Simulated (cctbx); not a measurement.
# Resonant diffraction in Tb2Tm2B2Se2S

Space group C2/m (no. 12), a = 12.7550 Å, b = 3.7930 Å, c = 9.9320 Å, α = 90.00°, β = 129.91°, γ = 90.00°.

```csv
atom,mult.,x,y,z,Ueq (Å²)
Tm1,4,0.2565,1/2,0.6400,0.0168
Tb1,4,0.9370,1/2,0.1416,0.0166
Se1,4,0.1700,0,0.7806,0.0180
S1,2,0,0,0,0.0347
B1,4,0.1507,1/2,0.3567,0.0289
```

This is a model crystal, built by substitution and not relaxed, with assumed displacement parameters.

Calculated with cctbx: free-atom f′ and f″ from the Sasaki tables, no fine structure; amplitudes in electrons.

| E (eV) | F 4 0 1 | F 1 1 2 | F 1 1 1 | F 0 0 3 |
| --- | --- | --- | --- | --- |
| 8048 | 30.7 | 152.2 | 186.1 | 20.5 |
| 8398 | 32.0 | 144.6 | 185.0 | 33.3 |
| 8528 | 28.3 | 138.2 | 182.5 | 37.3 |
| 8588 | 26.5 | 133.0 | 178.7 | 40.6 |
| 8618 | 25.3 | 127.6 | 174.3 | 44.2 |
| 8633 | 24.4 | 122.3 | 169.7 | 47.9 |
| 8640 | 23.8 | 117.5 | 166.1 | 51.7 |
| 8644 | 23.4 | 112.4 | 162.0 | 55.6 |
| 8652 | 10.7 | 114.5 | 167.2 | 50.6 |
| 8656 | 11.4 | 120.5 | 171.9 | 44.9 |
| 8663 | 12.7 | 125.7 | 175.8 | 39.7 |
| 8678 | 14.8 | 131.4 | 179.7 | 34.0 |
| 8708 | 22.1 | 138.3 | 177.4 | 21.9 |
| 8798 | 20.7 | 142.5 | 194.6 | 28.0 |
| 9048 | 19.3 | 147.4 | 203.7 | 27.4 |

**Question.** Which edge is crossed, and why do the reflections move as they do?

The L3 edge of Tm. The edge is at 8648 eV. f′ of Tm falls from -12.0 e at 8528 eV to -19.0 e at 4 eV below it, and f″ steps from 3.73 to 10.55 e across it. Over that approach |F| changes by -17 % (4 0 1), -19 % (1 1 2), -11 % (1 1 1) and +49 % (0 0 3): a reflection falls where Tm scatters in phase with the total and rises where it scatters against it; it hardly moves where the Tm term is small or cancels by symmetry. Above the edge the larger f″ enters the imaginary part, where it can add to or cancel the other atoms' f″. The structure is centrosymmetric, so Friedel mates stay equal.

[Logs are printed without paths, hosts, clocks, repeated set-up lines and the standing remarks that a program may print on its own settings, such as how far it seeks lower states.]
